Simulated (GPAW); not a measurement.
Consider CuAgO2 (Pmmm).

```xyz
8
Lattice="2.8164 3.3539 0.0000 0.0000 3.3539 5.4042 2.8164 0.0000 5.4042" Properties=species:S:1:pos:R:3 pbc="T T T"
Ag    0.0000    0.0000    0.0000
Ag    2.8164    3.3539    5.4042
Cu    1.4082    1.6769    2.7021
Cu    4.2247    5.0308    8.1063
O     2.8164    5.0308    3.9405
O     2.8164    1.6769    3.9405
O     2.8164    1.6769    6.8679
O     2.8164    5.0308    6.8679
```

Absorber: atom 5, with 2 Cu at 1.88 Å and 2 Ag at 2.23 Å (distorted tetrahedral, site symmetry mm2). Method: GPAW, LDA, excited-electron core hole (neutral cell), 16-atom cell with 5.6 Å between holes, 4×4×4 k points, dipole transitions, Gaussian full width 0.9 eV up to 4 eV, rising linearly to 3.5 eV at 25 eV.

Where do the maxima of the O K edge fall?

Main maxima up to 24 eV above the zero (height): 0.4 eV (2.05), 3.7 eV (1.71), 10.2 eV (1.97) and 15.6 eV (1.19). A K edge sees empty p states on the absorber. The total-energy difference is 524.42 eV. The functional leaves an error in such absolute values: in the free atom LDA prices this hole 4.1 eV below PBE (computed apart), and PBE is itself good to a few eV.

The O K spectrum (energy from the lowest empty level; intensity scaled to a mean of 1 over the first 20 eV; polarised curves are means over the symmetry-equivalent atoms):

```tsv
E (eV)	isotropic	ε ∥ x	ε ∥ y	ε ∥ z
-2.0	0.00	0.00	0.00	0.00
-1.0	0.02	0.02	0.02	0.02
0.0	1.51	1.90	0.93	1.69
1.0	0.80	1.28	0.15	0.97
2.0	0.19	0.14	0.20	0.22
3.0	0.97	0.71	1.34	0.85
4.0	1.58	0.80	2.93	1.01
5.0	0.74	0.60	0.73	0.89
6.0	0.53	0.84	0.18	0.57
7.0	0.43	0.34	0.41	0.53
8.0	0.81	0.76	0.90	0.77
9.0	1.44	1.39	1.49	1.43
10.0	1.96	2.26	1.64	1.97
11.0	1.61	2.05	1.38	1.40
12.0	1.06	1.30	0.88	0.99
13.0	0.92	1.12	0.61	1.02
14.0	1.05	1.45	0.59	1.11
15.0	1.17	1.54	0.62	1.36
16.0	1.18	1.32	0.53	1.68
17.0	1.00	0.99	0.44	1.55
18.0	0.70	0.68	0.46	0.98
19.0	0.55	0.48	0.59	0.57
20.0	0.53	0.43	0.74	0.42
21.0	0.54	0.45	0.79	0.38
22.0	0.56	0.52	0.76	0.42
23.0	0.62	0.57	0.75	0.53
24.0	0.69	0.58	0.84	0.65
25.0	0.77	0.57	1.00	0.73
26.0	0.85	0.61	1.19	0.75
27.0	0.93	0.70	1.36	0.72
28.0	1.00	0.83	1.48	0.69
29.0	1.05	0.94	1.49	0.72
30.0	1.05	0.96	1.32	0.86
31.0	1.00	0.93	1.00	1.06
32.0	0.92	0.92	0.68	1.17
```

The hole lies in one spin channel, while the script sums the empty states of both and takes the lower zero; where the two channels are split, this blurs and shifts the curve. The unit cell's mesh shows no gap over 0.35 eV. That is right for a metallic compound; for a small-gap or correlated insulator it would be the fault of the functional or of the assumed magnetic order, and the hole would be screened too well. The starting moments shrank to 0.00 μB or less, so this is hardly a magnetic state. The holes are only 5.6 Å apart, so the shape is probably not converged with cell size; no larger cell was run here. The mesh is coarse (0.28 Å⁻¹ between points), so small maxima may be mesh ripples. The structure is a computed Materials Project entry and may be a hypothetical form.

[Banner, clock and machine lines of the logs are left out without a mark of their own.]

[Logs are printed without paths, hosts, clocks, repeated set-up lines and the standing remarks that a program may print on its own settings, such as how far it seeks lower states.]

[Hosts, paths, dates, database ids (printed as entryN), source tags and the programs' standing remarks are cut or masked in the printed files.]

[Lists of maxima count a maximum above −3 eV only where it reaches 4 % of the highest in the window and stands out from its surroundings by 2 % of it (1.5 % where it reaches 55 %); shoulders and weaker maxima are passed over, and of the rest the first, up to two pre-edge ones and the few strongest are named.]
